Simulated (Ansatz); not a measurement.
# TlBiSe3 (model cell, started as cubic perovskite with Bi in the octahedra): following an unstable mode

Which phase does TlBiSe3 (model cell, started as cubic perovskite with Bi in the octahedra) fall into along its unstable mode, and how much energy does it gain?

Method: DFT PBEsol, scalar-relativistic, plane waves, PAW; PAW set soft_1, in Ansatz 0.2.0.

The structure was built from a prototype and need not be the compound's stable phase.

## (1) The structure

The structure is cubic, space group Pm-3m (No. 221). The conventional cell has a = 5.456 Å, b = 5.456 Å, c = 5.456 Å, α = 90.00°, β = 90.00°, γ = 90.00°. Tl has 12 Se at 3.86 Å nearest. Nearest to Bi lie 6 Se at 2.73 Å. Se has 2 Bi at 2.73 Å nearest. Farther neighbours and most contacts between anions are not listed.

Structure file:

```cif
data_structure
_symmetry_space_group_name_H-M 'P 1'
_symmetry_Int_Tables_number 1
_cell_length_a 5.4560
_cell_length_b 5.4560
_cell_length_c 5.4560
_cell_angle_alpha 90.000
_cell_angle_beta 90.000
_cell_angle_gamma 90.000
_cell_volume 162.42
loop_
_atom_site_label
_atom_site_type_symbol
_atom_site_fract_x
_atom_site_fract_y
_atom_site_fract_z
_atom_site_occupancy
Tl1 Tl 0.00000 0.00000 0.00000 1
Bi2 Bi 0.50000 0.50000 0.50000 1
Se3 Se 0.50000 0.50000 0.00000 1
Se4 Se 0.50000 0.00000 0.50000 1
Se5 Se 0.00000 0.50000 0.50000 1
```

## (2) The dispersion

The cell comes from relaxations at this level that are not shown. Stability and thermal properties need the whole zone. Linear response on a 2×2×2 q mesh gives force constants as far as a supercell of that size would.

Input file input.yaml:

```yaml
crystal:
  lattice:
    - [5.4560481392, 0.0, 0.0]
    - [0.0, 5.4560481392, 0.0]
    - [0.0, 0.0, 5.4560481392]
  atoms:
    - { symbol: Tl, position: [0.0, 0.0, 0.0] }
    - { symbol: Bi, position: [0.5, 0.5, 0.5] }
    - { symbol: Se, position: [0.5, 0.5, 0.0] }
    - { symbol: Se, position: [0.5, 0.0, 0.5] }
    - { symbol: Se, position: [0.0, 0.5, 0.5] }
kpoints:
  mp_grid: { grid: [8, 8, 8] }
hamiltonian:
  xc: pbesol
  pseudopotentials: { kind: paw, azcp: { folder: soft_1 }, xc_functional: pbe }
scf:
  occupations: { method: methfessel_paxton, width: 0.2 }
output:
  eigenvalues: true
phonons:
  method: dfpt
  qmesh: [2, 2, 2]
  temperatures: { t_max: 1000, t_step: 50 }
  qpath:
    path:
      - [[0.0, 0.0, 0.0], [0.0, 0.5, 0.0], [0.5, 0.5, 0.0], [0.0, 0.0, 0.0], [0.5, 0.5, 0.5], [0.0, 0.5, 0.0]]
      - [[0.5, 0.5, 0.5], [0.5, 0.5, 0.0]]
    npoints: 10
```

Started as:

```console
$ ansatz run input.yaml --threads 4 --pin off --max-ram 16384MiB --backend cpu --events-out ev --progress --plain --runs-dir out
```

Numbers of over 12 decimals in the logs are rounded to 6 here.

The log of the run:

```text
Engine: ansatz 0.2.0, aarch64-unknown-linux-gnu
Pseudopotentials: kind: paw
Pseudopotential: Tl, paw, valence charge 13, recommended cutoff 420 eV (normal), soft_1/Tl.paw.azcp
Pseudopotential: Bi, paw, valence charge 15, recommended cutoff 420 eV (normal), soft_1/Bi.paw.azcp
Pseudopotential: Se, paw, valence charge 16, recommended cutoff 420 eV (normal), soft_1/Se.paw.azcp
Functional definition: PBEsol
  exchange = pbesol_x
  correlation = pbesol_c
Crystal: 5 atoms, lattice volume = 162.418 Å³
Basis set: ecut = 420 eV, 3191 PW (Γ), exchange–correlation on 80×80×80 points (8 copies of the dense FFT grid, shifted against one another)
Bands: 46, of which v1, the nominal top of the filled ones, is band 38 counted from 1 (37 counted from 0)
Symmetry: 48 space group operations
k-points: 35 of 512
Non-local potential: Tl, projectors of the file, l = 0: 2, l = 1: 2, l = 2: 2, l = 3: 1
Non-local potential: Bi, projectors of the file, l = 0: 2, l = 1: 2, l = 2: 2, l = 3: 1
Non-local potential: Se, projectors of the file, l = 0: 2, l = 1: 2, l = 2: 3, l = 3: 1
PAW form: soft (Blöchl's): semilocal exchange-correlation on the pseudo side does not see the compensation charge
PAW frozen core: Tl, regenerated for the run's functional, and the local potential with it (the file was generated under x = pbe(κ = 0.804, μ = 0.219515), c = pbe(β = 0.066725))
PAW frozen core: Bi, regenerated for the run's functional, and the local potential with it (the file was generated under x = pbe(κ = 0.804, μ = 0.219515), c = pbe(β = 0.066725))
PAW frozen core: Se, regenerated for the run's functional, and the local potential with it (the file was generated under x = pbe(κ = 0.804, μ = 0.219515), c = pbe(β = 0.066725))
PAW one-centre angular grid: Tl, 590 points (default); XC on 64 Gauss nodes
PAW one-centre angular grid: Bi, 590 points (default); XC on 64 Gauss nodes
PAW one-centre angular grid: Se, 590 points (default); XC on 64 Gauss nodes
Initial density: superposition of atomic densities (chi_scale 0.1, normalization cell, long waves kept (reshape's long-wave potential 0.03 eV rms))
Initial wavefunctions: pseudopotential atomic-orbital guess
Functional: x = pbesol(κ = 0.804, μ = 0.123457), c = pbesol(β = 0.046)
SCF iter   1: F=—  HF=-39814.899649 eV  |F-HF|=—  |Δ(HF+E_count)|=         —  Δρ=2.93e-2  dr2=2.63e0  ethr=3.10e-3  ⟨swp⟩=6.7  Hψ=6346  notcnv=0
preconditioner: auto → LDOS  [metal: Δε(μ)=0.018 eV  Ē_g=11.046 eV  σ=0.200 eV  W_gap=0.08  n_scr=32 (ndim 8)  ℏωp=17.5 eV  f_vac=0.039  D(μ)=5.41/eV (n_scr^D=32)  β→1.0]
SCF iter   2: F=—  HF=-39814.064992 eV  |F-HF|=—  |Δ(HF+E_count)|=   8.35e-1  S|Δr|=    0.00e0  Δρ=1.92e-2  dr2=5.38e-1  ethr=3.10e-3  ⟨swp⟩=3.1  Hψ=2861  notcnv=0  defer=63
SCF iter   3: F=—  HF=-39813.862990 eV  |F-HF|=—  |Δ(HF+E_count)|=   2.02e-1  S|Δr|=    0.00e0  Δρ=4.32e-3  dr2=5.47e-2  ethr=7.07e-4  ⟨swp⟩=3.9  Hψ=3482  notcnv=0  defer=63
SCF iter   4: F=—  HF=-39813.842998 eV  |F-HF|=—  |Δ(HF+E_count)|=   2.00e-2  S|Δr|=    0.00e0  Δρ=9.09e-4  dr2=3.62e-3  ethr=7.20e-5  ⟨swp⟩=2.0  Hψ=2020  notcnv=0  defer=63
SCF iter   5: F=—  HF=-39813.842132 eV  |F-HF|=—  |Δ(HF+E_count)|=   8.66e-4  S|Δr|=    0.00e0  Δρ=1.94e-4  dr2=1.33e-4  ethr=4.77e-6  ⟨swp⟩=2.0  Hψ=2374  notcnv=0  defer=63
SCF iter   6: F=—  HF=-39813.842080 eV  |F-HF|=—  |Δ(HF+E_count)|=   5.18e-5  S|Δr|=    0.00e0  Δρ=5.66e-5  dr2=3.94e-6  ethr=1.75e-7  ⟨swp⟩=2.0  Hψ=2882  notcnv=0  defer=63
SCF iter   7: F=—  HF=-39813.842073 eV  |F-HF|=—  |Δ(HF+E_count)|=   6.61e-6  S|Δr|=    0.00e0  Δρ=1.62e-5  dr2=3.50e-7  ethr=5.18e-9  ⟨swp⟩=2.0  Hψ=2897  notcnv=0  defer=63
SCF iter   8: F=—  HF=-39813.842073 eV  |F-HF|=—  |Δ(HF+E_count)|=   9.94e-9  S|Δr|=    0.00e0  Δρ=4.28e-6  dr2=2.54e-8  ethr=4.61e-10  ⟨swp⟩=2.0  Hψ=2880  notcnv=0  defer=63
SCF iter   9: F=—  HF=-39813.842073 eV  |F-HF|=—  |Δ(HF+E_count)|=   1.35e-8  S|Δr|=    0.00e0  Δρ=9.13e-7  dr2=1.43e-9  ethr=3.34e-11  ⟨swp⟩=2.1  Hψ=2309  notcnv=0  defer=63
SCF iter  10: F=—  HF=-39813.842073 eV  |F-HF|=—  |Δ(HF+E_count)|=  1.02e-10  S|Δr|=    0.00e0  Δρ=2.00e-7  dr2=1.04e-10  ethr=1.88e-12  ⟨swp⟩=2.0  Hψ=2876  notcnv=0  defer=63
SCF iter  11: F=-39813.842073 eV  HF=-39813.842073 eV  |F-HF|=1.46e-11  |Δ(HF+E_count)|=  7.28e-12  S|Δr|=    0.00e0  Δρ=5.24e-8  dr2=8.49e-12  ethr=1.00e-12  ⟨swp⟩=13.3  Hψ=9040  notcnv=0
SCF 1 converged in 11 iterations: F = -39813.842073 eV  dr2 = 8.49e-12
  greatest PAW one-centre occupation: 1.000 electrons in one spin orbital (limit 2), on the Se atom at site 4 (counted from 0), in its partial waves of l = 2
Initial density: read from a saved state, or passed on in memory by an earlier SCF of this step, an earlier step, the calling program or the single point that the run made first
iter 1 solved again at ethr=1.46e-7 eV; its pass at ethr=3.10e-3 eV (dr2=1.11e-4 eV) is discarded
SCF iter   1: F=—  HF=-39813.842076 eV  |F-HF|=—  |Δ(HF+E_count)|=         —  Δρ=5.92e-7  dr2=5.70e-10  ethr=1.46e-7  ⟨swp⟩=3.0  Hψ=10363  notcnv=0
eigensolver tolerance schedule: the retry pair's looser diagonalisation over-reported the residual by 195308.80 of it (diagonalisation noise at an unbounded share of the residual, at the tolerance the schedule requests for it); recorded, not acted on — ethr = c·dr2/N_el stays at c = 1.0e-1
preconditioner: auto → LDOS  [metal: Δε(μ)=0.012 eV  Ē_g=10.518 eV  σ=0.200 eV  W_gap=0.05  n_scr=32 (ndim 8)  ℏωp=17.5 eV  f_vac=0.042  D(μ)=6.78/eV (n_scr^D=56)  β→1.0]
SCF iter   2: F=—  HF=-39813.842073 eV  |F-HF|=—  |Δ(HF+E_count)|=   3.30e-6  S|Δr|=    0.00e0  Δρ=7.25e-7  dr2=5.26e-10  ethr=1.00e-12  ⟨swp⟩=4.0  Hψ=4504  notcnv=0
SCF iter   3: F=—  HF=-39813.842073 eV  |F-HF|=—  |Δ(HF+E_count)|=  3.13e-10  S|Δr|=    0.00e0  Δρ=2.58e-7  dr2=9.22e-11  ethr=1.00e-12  ⟨swp⟩=2.0  Hψ=2097  notcnv=0
SCF iter   4: F=—  HF=-39813.842073 eV  |F-HF|=—  |Δ(HF+E_count)|=  7.28e-12  S|Δr|=    0.00e0  Δρ=1.68e-7  dr2=3.85e-11  ethr=1.00e-12  ⟨swp⟩=1.0  Hψ=1610  notcnv=0
SCF iter   5: F=—  HF=-39813.842073 eV  |F-HF|=—  |Δ(HF+E_count)|=  1.46e-11  S|Δr|=    0.00e0  Δρ=1.06e-7  dr2=1.60e-11  ethr=1.00e-12  ⟨swp⟩=1.0  Hψ=1610  notcnv=0
SCF iter   6: F=-39813.842073 eV  HF=-39813.842073 eV  |F-HF|=7.28e-12  |Δ(HF+E_count)|=  1.46e-11  S|Δr|=    0.00e0  Δρ=6.24e-8  dr2=5.61e-12  ethr=1.00e-12  ⟨swp⟩=3.3  Hψ=3687  notcnv=0
SCF 2 converged in 6 iterations: F = -39813.842073 eV  dr2 = 5.61e-12
phonons: the bands overlap, so this run is a metal and interpolates without the dipole-dipole term. If the crystal is really an insulator or semiconductor, its LO-TO splitting is missing
NSCF: frozen V_eff on 35 k-points
WARN: eigensolver did not converge (k=10): 1 band(s) unlocked after 20 sweeps at ethr=1.17e-12 eV (storage-precision floor; scheduled 1.00e-12 eV) (lowest unlocked band 45, counted from 0; max residual 8.23e-6 eV among the unlocked bands, 8.23e-6 eV over every band; other slots of this pass that fall short are told together in one closing line; warning suppressed until the next SCF loop or pass starts)
WARN: eigensolver did not converge in 17 slots of this pass, the one above among them; of largest residual over every band (k=30): 1 band(s) unlocked (lowest unlocked band 45, counted from 0; max residual 5.27e-3 eV among the unlocked bands, 5.27e-3 eV over every band); of lowest unlocked band (k=10): band 45
NSCF: frozen V_eff on 125 k-points
DFPT response loops at q = (0, 0, 0) (fractional): preconditioner auto → Kerker (q_TF=auto, 2.404 Å⁻¹) (partly filled bands, converged f_vac=0.042); β = 1.00, the filter's whole step (`scf.mixing.beta` (0.50) is not read by the response loops under this deck's `scf.mixing.preconditioner`; to damp them name `kerker` or `kerker_dos`, under which they read `scf.mixing.beta`, and type it under 1.00, their step now; both keys bind the ground state too); Broyden in place of MSR1
NSCF: frozen V_eff on 250 k-points
DFPT response loops at q = (0, 0, -0.5) (fractional): mixed as the last ones told, above
NSCF: frozen V_eff on 250 k-points
DFPT response loops at q = (0, -0.5, -0.5) (fractional): mixed as the last ones told, above
NSCF: frozen V_eff on 250 k-points
DFPT response loops at q = (-0.5, -0.5, -0.5) (fractional): mixed as the last ones told, above
SCF converged after 11 iterations
Stability not checked: this state was not tested for a lower state beside it, because cold or Methfessel-Paxton smearing, or corrected tetrahedra, fill the levels in a way that the test cannot read (fill_not_monotonic; see scf.lower_state_search)
Free energy (F): -39813.842073 eV
Harris-Foulkes:  -39813.842073 eV  (|F-HF|=1.46e-11)
Internal energy: -39813.828238 eV  (E = F + TS)
E sigma→0 (E₀):  -39813.838614 eV
Entropy (-TS):   -0.013835 eV (-2.767 meV/atom)
Fermi energy:    5.802281 eV
--- Per-component energies (eV) ---
  E_band       = -1421.513625
  E_kinetic    = 847.845913
  E_local      = -11403.064687  (includes V_loc(G=0)·N_el)
  E_nonlocal   = -327.577105
  E_hartree    = 5543.365983
  E_xc         = -585.888701
  E_vxc        = -521.326946  (∫ρ·V_xc dr)
  E_paw        = -26805.946878  (= ΣΔE_a)
  E_vpaw       = -1104.121915  (= ΣTr[D̂ρ^β])
  E_aug_tail   = -0.000949  (compensation charges beyond the density's cutoff)
  E_ewald      = -7085.715296
  E_core_change = 3.153482  (= ΣΔE_core)
  E_smearing   = -0.013835  (= −TS)
  E_closure    = 0.000000  (closes the sum)
  Σ components = -39813.842073   (vs F -39813.842073, Δ=0.00e0)
--- Band table (eV; the first three rows and the last of 35) ---
  k-point 0: bands = [... 34 lower, 5.0974, 5.0974, 5.2631, 5.2631, 5.2631, 10.6258, 10.6258, 10.6258, ... 4 higher]
  k-point 1: bands = [... 34 lower, 5.0508, 5.2225, 5.2236, 5.2414, 5.2414, 10.0550, 10.4432, 10.4432, ... 4 higher]
  k-point 2: bands = [... 34 lower, 4.8731, 5.1287, 5.2607, 5.2607, 5.5371, 9.1573, 10.1589, 10.1589, ... 4 higher]
  k-point 34: bands = [... 34 lower, 5.0092, 6.2716, 6.2716, 6.2716, 6.9253, 6.9253, 6.9253, 7.5649, ... 4 higher]
--- Phonons (Γ-DFPT): 4 representative perturbations + reference (Σ response iterations 12) ---
  ASR residual: 9.245e-5 → 0.000e0 eV/Å²; symmetrization residual: 9.279e-5 eV/Å²
  ASR residual per site (eV/Å²): 5.98e-5 6.51e-5 9.24e-5 9.24e-5 9.24e-5
  Γ frequencies (cm⁻¹): -72.20 -72.20 -72.20 -66.98 -66.98 -66.98 -23.87 -23.87 -23.87 0.00 0.00 0.00 149.78 149.78 149.78
--- Phonons (arbitrary-q DFPT): 4 irreducible q on the 2×2×2 mesh ---
  q = [0.0000, 0.0000, 0.0000] (star 1, of the zone-centre solve; hermiticity 3.73e-5, symmetrization 3.88e-11): -72.20 -72.20 -72.20 -66.98 -66.98 -66.98 -23.87 -23.87 -23.87 -0.00 0.00 0.00 149.78 149.78 149.78
  q = [0.0000, 0.0000, -0.5000] (star 3, 9 solved perturbations in 975 linear systems a pass and spin channel, the states on 125 of 512 k-point pairs; hermiticity 8.98e-6, symmetrization 1.09e-11): -85.11 -80.39 -74.75 -74.75 -63.11 -63.11 -21.30 -21.30 -20.50 3.50 3.50 107.14 149.17 149.17 173.63
  q = [0.0000, -0.5000, -0.5000] (star 3, 9 solved perturbations in 975 linear systems a pass and spin channel, the states on 125 of 512 k-point pairs; hermiticity 3.77e-6, symmetrization 1.04e-11): -88.93 -88.93 -67.05 -67.05 -63.78 -52.88 -22.67 -19.30 -19.30 8.73 106.20 106.20 149.22 170.23 174.49
  q = [-0.5000, -0.5000, -0.5000] (star 1, 4 solved perturbations in 350 linear systems a pass and spin channel, the states on 125 of 512 k-point pairs; hermiticity 1.53e-7, symmetrization 3.14e-11): -81.73 -81.73 -81.73 -53.94 -53.94 -53.94 -15.10 -15.10 -15.10 105.13 105.13 105.13 176.06 177.94 177.94
  sum rule: each row above includes the acoustic sum rule's correction from the zone centre's row sums; it moved no ω² by more than (0.56 cm⁻¹)²
  mesh force constants: q→R imaginary residual 1.62e-18; ASR residual 9.245e-5 → 0.000e0 eV/Å²; symmetrization residual 8.882e-15 eV/Å²
  interpolated dispersion: 62 rows × 15 modes
  density of states and harmonic sums: on the 12×12×12 q-mesh, interpolated from the force constants of a 2×2×2 supercell (no non-analytic term)
  largest difference from the sums on the solved wave vectors: F 1.42e-1 eV, S 1.72e-4 and C_V 1.60e-5 eV/K
  zero-point energy: 0.042564 eV/cell   skipped modes (ω ≤ 0): 781, of them read as no rigid motion or as one in doubt: 778 (9.188e0 modes/cell left out, lowest -88.93 cm⁻¹)   left out of the sums: 6.13e-1 of the cell's modes: C_V's classical limit lies that fraction below 3 k_B per atom; for a crystal, a wire or a layer, F and S can be off by more, and a phonons.interpolated_qmesh denser along its periods is the remedy for the sampling
```

Run time: 8.8 min. Hardware: 4 threads of Arm Neoverse V2, shared host; peak memory 2.4 GiB; 34 min of CPU time.

This step gave:

| Property | Result |
| --- | --- |
| volume per atom | 32.48 Å³ |
| gap on the k-mesh | 0 eV |
| sum-rule residual before enforcement | 9.24e-5 eV/Å² |
| lowest frequency on the path | -88.93 cm⁻¹ |
| point group | m-3m |
| highest frequency on the path or at a solved wavevector | 177.9 cm⁻¹ |
| highest optical mode at the zone centre (no LO-TO term) | 149.8 cm⁻¹ |
| lowest optical zone-centre mode | -72.2 cm⁻¹ |
| lowest mode on the q mesh (acoustic modes at Γ apart) | -88.93 cm⁻¹ |

Frequencies (cm⁻¹) solved at each irreducible wavevector; negative means imaginary. Frequencies by wavevector, by row:

| q in reciprocal lattice units | star | mode 1 | mode 2 | mode 3 | mode 4 | mode 13 | mode 14 | mode 15 |
| --- | --- | --- | --- | --- | --- | --- | --- | --- |
| 0 0 0 | 1 | -72.2 | -72.2 | -72.2 | -67 | 149.8 | 149.8 | 149.8 |
| 0 0 -0.5 | 3 | -85.1 | -80.4 | -74.8 | -74.8 | 149.2 | 149.2 | 173.6 |
| 0 -0.5 -0.5 | 3 | -88.9 | -88.9 | -67 | -67 | 149.2 | 170.2 | 174.5 |
| -0.5 -0.5 -0.5 | 1 | -81.7 | -81.7 | -81.7 | -53.9 | 176.1 | 177.9 | 177.9 |

Interpolated from a 2×2×2 q mesh. The phonon branches at the labelled points (cm⁻¹):

| point | branch 1 | branch 2 | branch 3 | branch 4 | branch 12 | branch 13 | branch 14 | branch 15 |
| --- | --- | --- | --- | --- | --- | --- | --- | --- |
| Γ | -72 | -72 | -72 | -67 | 0 | 150 | 150 | 150 |
| halfway | -77 | -76 | -72 | -72 | 75 | 150 | 150 | 162 |
| X | -85 | -80 | -75 | -75 | 107 | 149 | 149 | 174 |
| halfway | -86 | -77 | -73 | -71 | 107 | 149 | 161 | 173 |
| M | -89 | -89 | -67 | -67 | 106 | 149 | 170 | 174 |
| halfway | -77 | -76 | -74 | -70 | 75 | 149 | 160 | 162 |
| Γ | -72 | -72 | -72 | -67 | 0 | 150 | 150 | 150 |
| halfway | -77 | -77 | -75 | -68 | 75 | 161 | 162 | 162 |
| R | -82 | -82 | -82 | -54 | 105 | 176 | 178 | 178 |
| halfway | -80 | -79 | -78 | -66 | 106 | 162 | 163 | 174 |
| X | -85 | -80 | -75 | -75 | 107 | 149 | 149 | 174 |
| jump to R | -82 | -82 | -82 | -54 | 105 | 176 | 178 | 178 |
| halfway | -84 | -84 | -74 | -63 | 106 | 164 | 174 | 176 |
| M | -89 | -89 | -67 | -67 | 106 | 149 | 170 | 174 |

Symmetry leaves 4 wavevectors to solve. The lowest mode among them, the acoustic zeros apart, lies at q = (0, -0.5, -0.5) and is imaginary, 88.9i cm⁻¹, so the energy falls along it.

## (3) The mode frozen in, largest atomic shift 0 Å

The mode followed lies at q = (0, 0, -0.5) with frequency 85.1i cm⁻¹, one of the unstable modes though not the softest. At small amplitude the distorted cell has space group no. 131 by a symmetry search on the positions. The undistorted cell that holds it gives the zero of energy on the same k mesh.

System of this step: TlBiSe3 (model cell, started as cubic perovskite with Bi in the octahedra). The structure is cubic, space group Pm-3m (No. 221). Conventional cell: a = 5.456 Å, b = 5.456 Å, c = 5.456 Å, α = 90.00°, β = 90.00°, γ = 90.00°. Nearest to Tl lie 12 Se at 3.86 Å. Nearest to Bi lie 6 Se at 2.73 Å. Se has 2 Bi at 2.73 Å nearest. Nearest to Se lie 2 Bi at 2.73 Å. Farther neighbours and most contacts between anions are not listed.

Input file input.yaml:

```yaml
crystal:
  lattice:
    - [5.4560481392, 0.0, 0.0]
    - [0.0, 5.4560481392, 0.0]
    - [0.0, 0.0, 10.9120962784]
  atoms:
    - { symbol: Tl, position: [0.0, 0.0, 0.0] }
    - { symbol: Tl, position: [0.0, 0.0, 0.5] }
    - { symbol: Bi, position: [0.5, 0.5, 0.25] }
    - { symbol: Bi, position: [0.5, 0.5, 0.75] }
    - { symbol: Se, position: [0.5, 0.5, 0.0] }
    - { symbol: Se, position: [0.5, 0.5, 0.5] }
    - { symbol: Se, position: [0.5, 0.0, 0.25] }
    - { symbol: Se, position: [0.5, 0.0, 0.75] }
    - { symbol: Se, position: [0.0, 0.5, 0.25] }
    - { symbol: Se, position: [0.0, 0.5, 0.75] }
kpoints:
  mp_grid: { grid: [8, 8, 4] }
hamiltonian:
  xc: pbesol
  pseudopotentials: { kind: paw, azcp: { folder: soft_1 }, xc_functional: pbe }
scf:
  occupations: { method: methfessel_paxton, width: 0.2 }
output:
  forces: true
  stress: true
  eigenvalues: true
```

The log of the run:

```text
[...]
Crystal: 10 atoms, lattice volume = 324.836 Å³
Basis set: ecut = 420 eV, 6369 PW (Γ), exchange–correlation on 80×80×150 points (8 copies of the dense FFT grid, shifted against one another)
Bands: 92, of which v1, the nominal top of the filled ones, is band 76 counted from 1 (75 counted from 0)
Symmetry: 32 space group operations
[...]
k-points: 45 of 256
[...]
k-point 0: bands = [... 72 lower, 5.2632, 5.2632, 5.2632, 5.3240, 5.3240, 5.7994, 8.4564, 8.5013, ... 12 higher]
  k-point 1: bands = [... 72 lower, 5.2237, 5.2415, 5.2415, 5.3040, 5.3040, 5.8273, 8.4531, 9.5243, ... 12 higher]
  k-point 2: bands = [... 72 lower, 5.2607, 5.2607, 5.2607, 5.2607, 5.5371, 5.5371, 9.1574, 9.1574, ... 12 higher]
  k-point 44: bands = [... 72 lower, 5.5422, 5.5422, 6.2707, 6.2707, 6.7410, 6.7410, 7.4252, 7.4252, ... 12 higher]
[key lines of the parts left out:]
SCF converged after 8 iterations
Free energy (F): -79627.684146 eV
Fermi energy:    5.802353 eV
P = ⅓ Tr σ = 0.0087 GPa (0.087 kbar)
```

The job ended after 16 s (4 threads; peak memory 1.4 GiB).

This step gave:

```
pressure                         : 0.008734 GPa
energy from the undistorted cell : 0 meV/atom
```

The run ends at a pressure of 0.01 GPa.

(Continued in part 2 of 3.)

[Logs are printed without paths, hosts, clocks, repeated set-up lines and the standing remarks that a program may print on its own settings, such as how far it seeks lower states.]

[Hosts, paths, dates, database ids (printed as entryN), source tags and the programs' standing remarks are cut or masked in the printed files.]
